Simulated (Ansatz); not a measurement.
# Decaying states in the gap of Tl3Br2Cl, part 3 of 3

Wanted: the relaxed cell of Tl3Br2Cl, its band edges and its decay constants. It is built by putting Tl for Rb in the Rb3Br2Cl structure of space group I4/mmm, with the volume rescaled by atomic radii. The parent structure comes from the Materials Project.

Ansatz 0.2.0; LDA DFT, plane waves, PAW files (the session's first sound run).

So far, gap on the k-mesh (eV): step 3 (band edges) 1.49; step 4 (complex bands, plane (001), k-mesh 6×6×6) 1.49.

The structure was built from a prototype and need not be the compound's stable phase.

## Step 6: Band edges at another level

This step: PBEsol DFT, plane waves, PAW files (Ansatz 0.2.0).

The edges again with PBEsol, at the same atoms.

input.yaml

```yaml
crystal:
  lattice:
    - [-2.245966938, 2.245966938, 9.5123406995]
    - [2.245966938, -2.245966938, 9.5123406995]
    - [2.245966938, 2.245966938, -9.5123406995]
  atoms:
    - { symbol: Tl, position: [0.6625996639, 0.6625996639, 0.0] }
    - { symbol: Tl, position: [0.0, 0.0, 0.0] }
    - { symbol: Tl, position: [0.3374003361, 0.3374003361, 0.0] }
    - { symbol: Br, position: [0.8316457649, 0.8316457649, 0.0] }
    - { symbol: Br, position: [0.1683542351, 0.1683542351, 0.0] }
    - { symbol: Cl, position: [0.5, 0.5, 0.0] }
kpoints:
  mp_grid: { grid: [8, 8, 8] }
  band_path: { path: [VBM, CBM], npoints: 30 }
scf:
  occupations: { method: fixed }
hamiltonian:
  xc: pbesol
output:
  eigenvalues: true
```

The run is started by

```
$ ansatz run input.yaml --threads 2 --pin off --max-ram 4096MiB --backend cpu --events-out ev --progress --plain --runs-dir out
```

Numbers of over 12 decimals in the logs are rounded to 6 here.

Output:

```text
[...]
Crystal: 6 atoms, lattice volume = 191.935 Å³
Basis set: ecut = 420 eV, 3775 PW (Γ), FFT grids on a1+a3, a2+a3, a3
Bands: 36, of which v1, the nominal top of the filled ones, is band 30 counted from 1 (29 counted from 0)
Symmetry: 16 space group operations
[...]
k-points: 59 of 512
[...]
SCF iter   1: F=—  HF=-40425.657431 eV  |F-HF|=—  |Δ(HF+E_count)|=         —  Δρ=3.53e-3  dr2=4.32e-2  ethr=1.77e-3  ⟨swp⟩=5.2  Hψ=7563  notcnv=0  defer=225
[...]
SCF iter   7: F=-40425.640918 eV  HF=-40425.640918 eV  |F-HF|=6.84e-9  |Δ(HF+E_count)|=   1.70e-7  Δρ=1.95e-6  dr2=1.06e-8  ethr=1.67e-10  ⟨swp⟩=9.4  Hψ=8101  notcnv=0
SCF 1 converged in 7 iterations: F = -40425.640918 eV  dr2 = 1.06e-8
[...]
SCF converged after 7 iterations
Free energy (F): -40425.640918 eV
[...]
Internal energy: -40425.640918 eV  (E = F + TS)
E sigma→0 (E₀):  -40425.640918 eV
Fermi energy:    5.215243 eV
[...]
--- Band table (eV; the first three rows and the last of 59) ---
  k-point 0: bands = [... 26 lower, 2.8397, 2.8397, 2.9999, 3.1221, 8.8079, 9.3188, 10.7810, 10.7898, ... 2 higher]
  k-point 1: bands = [... 26 lower, 2.7501, 3.3581, 3.6282, 3.7363, 8.5548, 8.7619, 9.7917, 9.9798, ... 2 higher]
  k-point 2: bands = [... 26 lower, 2.7532, 3.6987, 4.1825, 4.4220, 7.9755, 8.0449, 8.5671, 9.4852, ... 2 higher]
  k-point 58: bands = [... 26 lower, 2.7640, 2.7640, 3.5420, 3.8913, 9.0931, 9.1572, 10.3009, 10.5246, ... 2 higher]
```

Wall time 6.8 s (2 threads of AMD EPYC 9R45, shared host); peak memory 0.65 GiB.

Numbers from this step:

| Item | Value |
| --- | --- |
| free energy | -40425.6409 eV |
| Fermi energy | 5.215 eV |
| gap on the k-mesh | 1.563 eV |
| gap on path | 1.563 eV, by band count; negative where bands overlap |
| direct gap on path | 1.563 eV |

Levels at VBM (eV): -6.01, -5.74, -5.69, -2.99, -2.79, -2.47, -2.18, -2.06, -2.03, -0.85, -0.40, 0.00, 1.56, 2.25, 2.28, 3.85, 3.88, 4.04.

The searched edges give 1.56 eV, as on the mesh.

Between step 3 and this run (PBEsol) the value for the gap on the k-mesh moves from 1.49 eV to 1.56 eV.

## Step 7: Complex bands at another level

This step: PBEsol DFT, plane waves, PAW files; complex bands by layer matching along the plane's normal (Ansatz 0.2.0).

The complex bands at that level, over its own gap, at (0, 0) and (-0.5, 0).

input.yaml

```yaml
crystal:
  lattice:
    - [4.491933876, 0.0, 0.0]
    - [0.0, 4.491933876, 0.0]
    - [2.245966938, 2.245966938, 9.5123407]
  atoms:
    - { symbol: Tl, position: [0.3374003361, 0.3374003361, 0.3251993278] }
    - { symbol: Tl, position: [0.0, 0.0, 0.0] }
    - { symbol: Tl, position: [0.6625996639, 0.6625996639, 0.6748006722] }
    - { symbol: Br, position: [0.1683542351, 0.1683542351, 0.6632915298] }
    - { symbol: Br, position: [0.8316457649, 0.8316457649, 0.3367084702] }
    - { symbol: Cl, position: [0.5, 0.5, 0.0] }
kpoints:
  mp_grid: { grid: [6, 6, 6] }
scf:
  occupations: { method: fixed }
hamiltonian:
  xc: pbesol
output:
  eigenvalues: true
  transmission:
    leads: [[0, 0]]
    kpoints: [[0.0, 0.0], [-0.5, 0.0]]
    e_range: [-1.0, 2.56]
    de: 0.06
```

Output:

```text
[...]
Crystal: 6 atoms, lattice volume = 191.935 Å³
Basis set: ecut = 420 eV, 3775 PW (Γ)
Bands: 36, of which v1, the nominal top of the filled ones, is band 30 counted from 1 (29 counted from 0)
Symmetry: 16 space group operations
[...]
k-points: 30 of 216
[...]
SCF iter   1: F=—  HF=-40425.656986 eV  |F-HF|=—  |Δ(HF+E_count)|=         —  Δρ=3.53e-3  dr2=4.32e-2  ethr=1.77e-3  ⟨swp⟩=5.1  Hψ=3863  notcnv=0  defer=109
[...]
SCF iter   7: F=-40425.640419 eV  HF=-40425.640419 eV  |F-HF|=1.07e-8  |Δ(HF+E_count)|=   2.14e-7  Δρ=2.05e-6  dr2=1.03e-8  ethr=1.67e-10  ⟨swp⟩=9.6  Hψ=4337  notcnv=0
SCF 1 converged in 7 iterations: F = -40425.640419 eV  dr2 = 1.03e-8
[...]
transmission: 16 of 32 steps passed
transmission: 32 of 32 steps passed
SCF converged after 7 iterations
Free energy (F): -40425.640419 eV
[...]
Internal energy: -40425.640419 eV  (E = F + TS)
E sigma→0 (E₀):  -40425.640419 eV
Fermi energy:    5.215413 eV
[...]
--- Band table (eV; the first three rows and the last of 30) ---
  k-point 0: bands = [... 26 lower, 2.8399, 2.8399, 3.0000, 3.1222, 8.8080, 9.3190, 10.7811, 10.7899, ... 2 higher]
  k-point 1: bands = [... 26 lower, 2.8260, 2.8260, 2.9347, 3.6277, 8.5795, 9.6826, 10.6670, 10.7940, ... 2 higher]
  k-point 2: bands = [... 26 lower, 2.7903, 2.7903, 3.2876, 3.9080, 8.5886, 10.0205, 10.1579, 10.5612, ... 2 higher]
  k-point 29: bands = [... 26 lower, 2.1498, 2.4167, 2.9754, 3.9392, 8.9327, 9.5823, 9.6105, 10.1384, ... 2 higher]
--- Transmission ---
  basis      : 177 plane waves across, 16 finite elements along
  points     : 2, as listed
[...]
crystal 0  : Br2Tl3Cl1, at the sites [0, 0], period 9.5123 Å: whole cells are its period
[...]
channels       : 0.000000e0 a spin
[...]
slowest decay  : 0.1615 /Å at (-0.5000, 0.0000)
```

Elapsed: 17 s, on 2 threads; peak memory 0.68 GiB.

This step gave:

| Item | Value |
| --- | --- |
| free energy | -40425.6404 eV |
| level to which the leads are filled | 0.7813 eV from the Fermi level |
| decay constant at the filling level, zone centre | 0.2325 Å⁻¹ |
| decay constant at the filling level, slowest listed point | 0.1615 Å⁻¹ |

K parallel (0, 0); values up to 1.5 1/Å, a degenerate pair printed once or twice; energies at which all values exceed this have no row. The Im kz of the slowest decaying states by energy, zero at the highest filled level on the SCF mesh:

| energy (eV) | decay 1 (Å⁻¹) | decay 2 (Å⁻¹) | decay 3 (Å⁻¹) | decay 4 (Å⁻¹) |
| --- | --- | --- | --- | --- |
| -1.0000 | 0.129 | 0.782 | - | - |
| -0.7600 | 0.163 | 0.789 | - | - |
| -0.5200 | 0.186 | 0.793 | 1.47 | - |
| -0.2200 | 0.206 | 0.794 | 1.42 | - |
| 0.0200 | 0.218 | 0.793 | 1.38 | - |
| 0.2600 | 0.225 | 0.790 | 1.34 | - |
| 0.5000 | 0.230 | 0.773 | 0.798 | 1.30 |
| 0.7400 | 0.232 | 0.763 | 0.796 | 1.26 |
| 0.9800 | 0.232 | 0.755 | 0.789 | 1.22 |
| 1.2200 | 0.230 | 0.749 | 0.778 | 1.18 |
| 1.5200 | 0.224 | 0.748 | 0.754 | 1.13 |
| 1.7600 | 0.216 | 0.740 | 1.09 | - |
| 2.0000 | 0.206 | 0.727 | 1.05 | - |
| 2.2400 | 0.192 | 0.713 | 1.01 | - |
| 2.4800 | 0.175 | 0.697 | 0.967 | - |

K parallel (-0.5, 0); values up to 1.5 1/Å, a degenerate pair printed once or twice; energies at which all values exceed this have no row. Im kz of the slowest decaying states against energy, zero at the highest filled level on the SCF mesh:

| energy (eV) | decay 1 (Å⁻¹) | decay 2 (Å⁻¹) | decay 3 (Å⁻¹) |
| --- | --- | --- | --- |
| -1.00 | 0.265 | 0.433 | 0.673 |
| -0.88 | 0.173 | 0.416 | 0.680 |
| -0.82 | 0.163 | 0.412 | 0.683 |
| -0.70 | 0.206 | 0.421 | 0.687 |
| -0.64 | 0.195 | 0.430 | 0.689 |
| -0.52 | 0.146 | 0.449 | 0.691 |
| -0.40 | 0.465 | 0.693 | - |
| -0.34 | 0.471 | 0.693 | - |
| -0.22 | 0.0625 | 0.482 | 0.693 |
| -0.16 | 0.0468 | 0.486 | 0.693 |
| -0.04 | 0.491 | 0.692 | - |
| 0.02 | 0.0447 | 0.493 | 0.691 |
| 0.08 | 0.0842 | 0.494 | 0.690 |
| 0.14 | 0.106 | 0.495 | 0.689 |
| 0.26 | 0.132 | 0.495 | 0.687 |
| 0.32 | 0.140 | 0.494 | 0.685 |
| 0.44 | 0.152 | 0.492 | 0.681 |
| 0.56 | 0.159 | 0.488 | 0.677 |
| 0.62 | 0.161 | 0.486 | 0.675 |
| 0.74 | 0.162 | 0.480 | 0.670 |
| 0.80 | 0.162 | 0.476 | 0.667 |
| 0.92 | 0.158 | 0.469 | 0.661 |
| 0.98 | 0.155 | 0.465 | 0.658 |
| 1.10 | 0.147 | 0.455 | 0.651 |
| 1.22 | 0.134 | 0.445 | 0.644 |
| 1.28 | 0.125 | 0.44 | 0.640 |
| 1.40 | 0.100 | 0.429 | 0.632 |
| 1.46 | 0.0819 | 0.423 | 0.628 |
| 1.58 | 0.410 | 0.619 | - |
| 1.70 | 0.397 | 0.609 | - |
| 1.76 | 0.391 | 0.604 | - |
| 1.88 | 0.377 | 0.593 | - |
| 1.94 | 0.370 | 0.588 | - |
| 2.06 | 0.356 | 0.576 | - |
| 2.18 | 0.342 | 0.563 | - |
| 2.24 | 0.335 | 0.556 | - |
| 2.36 | 0.320 | 0.543 | - |
| 2.42 | 0.313 | 0.535 | - |
| 2.54 | 0.113 | 0.299 | 0.520 |

At the listed wavevectors the last open channel is at -0.04 eV and the next at +1.58 eV on the grid. At +0.80 eV, the grid energy nearest the filling level (the middle of the gap on the SCF mesh), the slowest state at the listed wavevectors decays with κ = 0.162 Å⁻¹, its amplitude falling by e over 6.2 Å; the first such run, plane (001), gave 0.157 Å⁻¹ over as many of its listed wavevectors.

## Step 8: A check of the settings

This step: LDA DFT, plane waves, PAW files; complex bands by layer matching along the plane's normal; changed: output.transmission.de = 0.2, output.transmission.e_range = [-2, 2], scf.max_iter = 80 (Ansatz 0.2.0).

This run repeats an earlier one, its twin (the complex run, plane (001)), with three settings changed (output.transmission.e_range, output.transmission.de, scf.max_iter; files written aside). The setting was drawn as a possible misstep, on purpose. Where the input is shown as a difference, that is against the step before, not the twin.

input.yaml, as its differences from that of step 7:

```diff
@@ -16,4 +16,5 @@
   occupations: { method: fixed }
+  max_iter: 80
 hamiltonian:
-  xc: pbesol
+  xc: lda
 output:
@@ -22,4 +23,4 @@
     leads: [[0, 0]]
-    kpoints: [[0.0, 0.0], [-0.5, 0.0]]
-    e_range: [-1.0, 2.56]
-    de: 0.06
+    kpoints: [[0.0, 0.0], [-0.5, 0.0], [0.5, 0.0]]
+    e_range: [-2, 2]
+    de: 0.2
```

Output:

```text
[...]
Crystal: 6 atoms, lattice volume = 191.935 Å³
Basis set: ecut = 420 eV, 3775 PW (Γ)
Bands: 36, of which v1, the nominal top of the filled ones, is band 30 counted from 1 (29 counted from 0)
Symmetry: 16 space group operations
[...]
k-points: 30 of 216
[...]
SCF iter   1: F=—  HF=-39876.181245 eV  |F-HF|=—  |Δ(HF+E_count)|=         —  Δρ=5.35e-3  dr2=7.27e-2  ethr=1.77e-3  ⟨swp⟩=5.2  Hψ=3863  notcnv=0  defer=108
[...]
SCF iter   7: F=-39876.152210 eV  HF=-39876.152210 eV  |F-HF|=2.04e-9  |Δ(HF+E_count)|=   6.27e-8  Δρ=1.75e-6  dr2=9.13e-9  ethr=1.67e-10  ⟨swp⟩=9.2  Hψ=4136  notcnv=0
SCF 1 converged in 7 iterations: F = -39876.152210 eV  dr2 = 9.13e-9
[...]
transmission: 16 of 48 steps passed
transmission: 32 of 48 steps passed
transmission: 48 of 48 steps passed
SCF converged after 7 iterations
Free energy (F): -39876.152210 eV
[...]
Internal energy: -39876.152210 eV  (E = F + TS)
E sigma→0 (E₀):  -39876.152210 eV
Fermi energy:    4.976987 eV
[...]
--- Band table (eV; the first three rows and the last of 30) ---
  k-point 0: bands = [... 26 lower, 2.6534, 2.6534, 2.7632, 2.8960, 8.5171, 9.0247, 10.4879, 10.4879, ... 2 higher]
  k-point 1: bands = [... 26 lower, 2.6392, 2.6392, 2.7393, 3.4027, 8.2836, 9.3897, 10.3936, 10.4921, ... 2 higher]
  k-point 2: bands = [... 26 lower, 2.6028, 2.6028, 3.0840, 3.6942, 8.2870, 9.7184, 9.8632, 10.2852, ... 2 higher]
  k-point 29: bands = [... 26 lower, 1.9519, 2.2062, 2.7588, 3.7240, 8.6317, 9.2886, 9.3162, 9.8462, ... 2 higher]
--- Transmission ---
  basis      : 177 plane waves across, 16 finite elements along
  points     : 3, as listed
[...]
crystal 0  : Br2Tl3Cl1, at the sites [0, 0], period 9.5123 Å: whole cells are its period
[...]
channels       : 0.000000e0 a spin
[...]
slowest decay  : 0.1562 /Å at (-0.5000, 0.0000)
```

Run time: 12 s. Hardware: 2 threads; peak memory 0.66 GiB.

This number moved little. The least decay constant is 0.156 Å⁻¹ against 0.157 Å⁻¹ in the twin: no change within 1 %, at 0.56 times the CPU time.

Side by side:

| quantity | this run | sound run | difference |
| --- | --- | --- | --- |
| decay constant at the filling level, zone centre (Å⁻¹) | 0.22953 | 0.22937 | 1.6e-4 |
| decay constant at the filling level, slowest listed point (Å⁻¹) | 0.1562 | 0.1572 | -0.00100 |

## Step 9: Summary of results

```
band gap                                         : 1.49 eV
least decay constant at mid-gap, normal to (001) : 0.157 Å⁻¹
least decay constant on a mesh, normal to (001)  : 0.157 Å⁻¹
least decay constant, PBEsol                     : 0.162 Å⁻¹
```

What this shows: With LDA, the slowest decay at the wavevectors tried is κ = 0.157 Å⁻¹, normal to (001). Through such a film the transmission near mid-gap falls as exp(−2κd), a factor of ten every 7.3 Å. A free electron under a barrier of half the gap would need a mass of 0.13 mₑ to decay at this rate. The slowest decay isn't at the zone centre. With PBEsol the gap goes from 1.49 to 1.56 eV and the decay constant, over the first 2 listed wavevectors, from 0.157 to 0.162 Å⁻¹. The compound is made up by substitution; its stability against other phases and against distortions of the cell's symmetry was not tested. A semilocal functional narrows gaps, while spin-orbit coupling, left out here, narrows them in compounds of heavy elements, so the error in κ can go either way.

[Logs are printed without paths, hosts, clocks, repeated set-up lines and the standing remarks that a program may print on its own settings, such as how far it seeks lower states.]

[Hosts, paths, dates, database ids (printed as entryN), source tags and the programs' standing remarks are cut or masked in the printed files.]
